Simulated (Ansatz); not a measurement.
# (SrO)3(MgS)1 [001] superlattice, started as rocksalt type: relaxing the cell for a phonon run, part 2 of 2

Task: relax (SrO)3(MgS)1 [001] superlattice, started as rocksalt type tightly.

Ansatz 0.2.0; DFT PBEsol, scalar-relativistic, plane waves, PAW.

So far. Step 2 (A coarse first look): The coarse mesh shows a gap of 2.93 eV and a pressure of 0.7 GPa.

The structure was built from a prototype and need not be the compound's stable phase.

**4. Relaxation (continued)**

ELF in the ac plane at fractional y = 0.000, with atoms of O and S and Sr within 0.2 Å of it. It is the smooth field of the valence electrons, not physical close to the nuclei.

Values, 24 rows by 14 columns, each cell a mean:
```
0.67 0.77 0.84 0.75 0.37 0.08 0.03 0.03 0.03 0.10 0.48 0.80 0.83 0.74
0.67 0.63 0.51 0.29 0.08 0.03 0.02 0.02 0.02 0.03 0.12 0.35 0.54 0.64
0.24 0.23 0.19 0.14 0.09 0.06 0.04 0.03 0.04 0.06 0.10 0.15 0.19 0.23
0.78 0.76 0.73 0.64 0.48 0.26 0.11 0.07 0.13 0.30 0.53 0.67 0.74 0.77
0.71 0.78 0.84 0.83 0.73 0.49 0.21 0.12 0.25 0.55 0.77 0.84 0.83 0.76
0.08 0.29 0.68 0.83 0.78 0.57 0.26 0.14 0.31 0.62 0.81 0.82 0.62 0.21
0.32 0.50 0.76 0.84 0.77 0.55 0.24 0.13 0.30 0.60 0.80 0.84 0.72 0.45
0.85 0.85 0.85 0.80 0.66 0.41 0.17 0.10 0.21 0.47 0.71 0.82 0.85 0.85
0.54 0.52 0.48 0.40 0.28 0.15 0.07 0.05 0.08 0.17 0.31 0.43 0.49 0.53
0.32 0.28 0.20 0.10 0.04 0.03 0.02 0.02 0.02 0.03 0.05 0.12 0.22 0.29
0.81 0.80 0.74 0.53 0.19 0.04 0.02 0.02 0.02 0.05 0.27 0.60 0.76 0.81
0.32 0.56 0.81 0.81 0.48 0.12 0.03 0.03 0.03 0.15 0.60 0.84 0.78 0.50
0.18 0.46 0.79 0.83 0.52 0.13 0.03 0.03 0.04 0.17 0.64 0.85 0.75 0.37
0.79 0.82 0.80 0.64 0.27 0.06 0.03 0.03 0.03 0.08 0.36 0.70 0.81 0.81
0.41 0.37 0.28 0.15 0.05 0.03 0.03 0.03 0.03 0.03 0.07 0.18 0.30 0.38
0.39 0.37 0.32 0.25 0.16 0.08 0.04 0.03 0.04 0.09 0.18 0.27 0.33 0.37
0.79 0.80 0.78 0.67 0.45 0.19 0.06 0.03 0.08 0.23 0.52 0.71 0.79 0.80
0.42 0.64 0.81 0.77 0.55 0.25 0.07 0.03 0.09 0.30 0.62 0.80 0.79 0.59
0.61 0.73 0.81 0.75 0.52 0.23 0.07 0.03 0.09 0.28 0.60 0.78 0.81 0.71
0.73 0.71 0.65 0.54 0.34 0.15 0.05 0.03 0.06 0.17 0.39 0.57 0.67 0.72
0.19 0.17 0.14 0.10 0.07 0.04 0.03 0.03 0.03 0.04 0.07 0.11 0.15 0.18
0.70 0.66 0.56 0.34 0.11 0.03 0.03 0.03 0.03 0.04 0.16 0.41 0.59 0.67
0.57 0.71 0.83 0.77 0.41 0.10 0.03 0.03 0.03 0.12 0.52 0.82 0.82 0.68
0.06 0.37 0.77 0.83 0.54 0.14 0.04 0.03 0.04 0.18 0.66 0.85 0.72 0.27
```
Columns run along a (3.6 Å), rows up along c (10.8 Å). Atoms in or near the plane, at fractional coordinates: O at (0.00, 0.25), S at (0.00, 0.75), Sr at (0.00, 0.01), Sr at (0.00, 0.49).

Electrostatic potential energy in the ac plane at fractional y = 0.000, with atoms of O and S and Sr within 0.2 Å of it. With pseudopotentials it is smooth inside the atoms' cores, unlike the true potential.

Ten even steps from '0' (-111 eV) to '9' (12 eV), each cell a mean:
```
23589999999752
88899999999988
99999999999999
99999999999999
77899999999977
76689999999767
66789999999876
88999999999988
99999999999999
99999999999999
56899999999876
00479999998630
00379999998620
45789999999865
89999999999999
99999999999999
78999999999998
56799999999976
66899999999986
99999999999999
99999999999999
78899999999987
12589999999742
00279999998610
```
Columns run along a (3.6 Å; values clipped at the 3rd and 97th percentile), rows up along c (10.8 Å). Atoms in or near the plane, at fractional coordinates: O at (0.00, 0.25), S at (0.00, 0.75), Sr at (0.00, 0.01), Sr at (0.00, 0.49).

In this step the volume went from 17.36 to 17.38 Å³/atom.

**5. Tight relaxation**

Phonons need a cell at rest on their own settings, so the relaxation is repeated with tight tolerances on forces and stress, using the mesh and the filling of the phonon run that follows.

Contents of input.yaml:

```yaml
crystal:
  lattice:
    - [2.5420180968, 2.5420180968, 0.0]
    - [-2.5420180968, 2.5420180968, 0.0]
    - [0.0, 0.0, 10.7616019168]
  atoms:
    - { symbol: Mg, position: [0.5, 0.5, 0.75] }
    - { symbol: O, position: [0.5, 0.5, 0.0091390171] }
    - { symbol: O, position: [1.0, 0.0, 0.25] }
    - { symbol: O, position: [0.5, 0.5, 0.4908609829] }
    - { symbol: S, position: [1.0, 0.0, 0.75] }
    - { symbol: Sr, position: [0.0, 0.0, 0.0138986372] }
    - { symbol: Sr, position: [0.5, 0.5, 0.25] }
    - { symbol: Sr, position: [0.0, 0.0, 0.4861013628] }
kpoints:
  mp_grid: { grid: [8, 8, 2] }
hamiltonian:
  xc: pbesol
scf:
  occupations: { method: fixed }
output:
  forces: true
  stress: true
  eigenvalues: true
relax:
  adjacent_minimum: "off"
  f_tol: 0.001
  max_steps: 60
  cell: { stress_tol: 0.01 }
```

The run is started by

```bash
ansatz run input.yaml --threads 8 --pin off --max-ram 14336MiB --backend cpu --events-out ev --progress --plain --runs-dir out
```

Numbers of over 12 decimals in the logs are rounded to 6 here.

Output:

```text
[...]
Crystal: 8 atoms, lattice volume = 139.080 Å³
Basis set: ecut = 420 eV, 2691 PW (Γ), exchange–correlation on 50×50×144 points (8 copies of the dense FFT grid, shifted against one another)
Bands: 40, of which v1, the nominal top of the filled ones, is band 32 counted from 1 (31 counted from 0)
Symmetry: 16 space group operations
[...]
k-points: 30 of 128
[...]
- [-2.5420180968, 2.5420180968, 0.0]
    - [0.0, 0.0, 10.7616019168]
  atoms:
    - { symbol: Mg, position: [0.5, 0.5, 0.750000] }
    - { symbol: O, position: [0.5, 0.5, 0.0091390171] }
    - { symbol: O, position: [1.0, 0.0, 0.25] }
    - { symbol: O, position: [0.5, 0.5, 0.4908609829] }
    - { symbol: S, position: [1.0, 0.0, 0.750000] }
    - { symbol: Sr, position: [0.0, 0.0, 0.0138986372] }
    - { symbol: Sr, position: [0.5, 0.5, 0.25] }
    - { symbol: Sr, position: [0.0, 0.0, 0.4861013628] }
[key lines of the parts left out:]
SCF converged after 7 iterations
Free energy (F): -14967.678949 eV
Fermi energy:    7.399081 eV
P = ⅓ Tr σ = -0.0034 GPa (-0.034 kbar)
```

The job ended after 4.7 s (8 threads of Intel Xeon Platinum 8559C (Emerald Rapids), shared host; peak memory 0.69 GiB).

Little changed from the start: no atom moved by 0.005 Å and no cell edge by 0.1 %.

Numbers from this step:

```
pressure           : -0.003439 GPa
direct gap on mesh : 2.888 eV
```

The largest force component left is 0.51 meV/Å and the pressure is -0.003 GPa, within the tolerances set. The cell now holds 17.38 Å³/atom.

**6. What came out**

```
space group after relaxation (within 0.01 Å) : P4/mmm
lattice constant a                           : 3.595 Å
lattice constant b                           : 3.595 Å
lattice constant c                           : 10.762 Å
volume per atom                              : 17.4 Å³
gap on the k-mesh                            : 2.73 eV
```

In words: The largest force component left is 0.51 meV/Å and the pressure is -0.003 GPa, within the tolerances set. The cell now holds 17.38 Å³/atom. The relaxation keeps the symmetry of its start, so it says nothing on stability against lower symmetry. The starting cell was built on a prototype and not taken from a measurement, so the phase need not exist.

[Logs are printed without paths, hosts, clocks, repeated set-up lines and the standing remarks that a program may print on its own settings, such as how far it seeks lower states.]

[Hosts, paths, dates, database ids (printed as entryN), source tags and the programs' standing remarks are cut or masked in the printed files.]
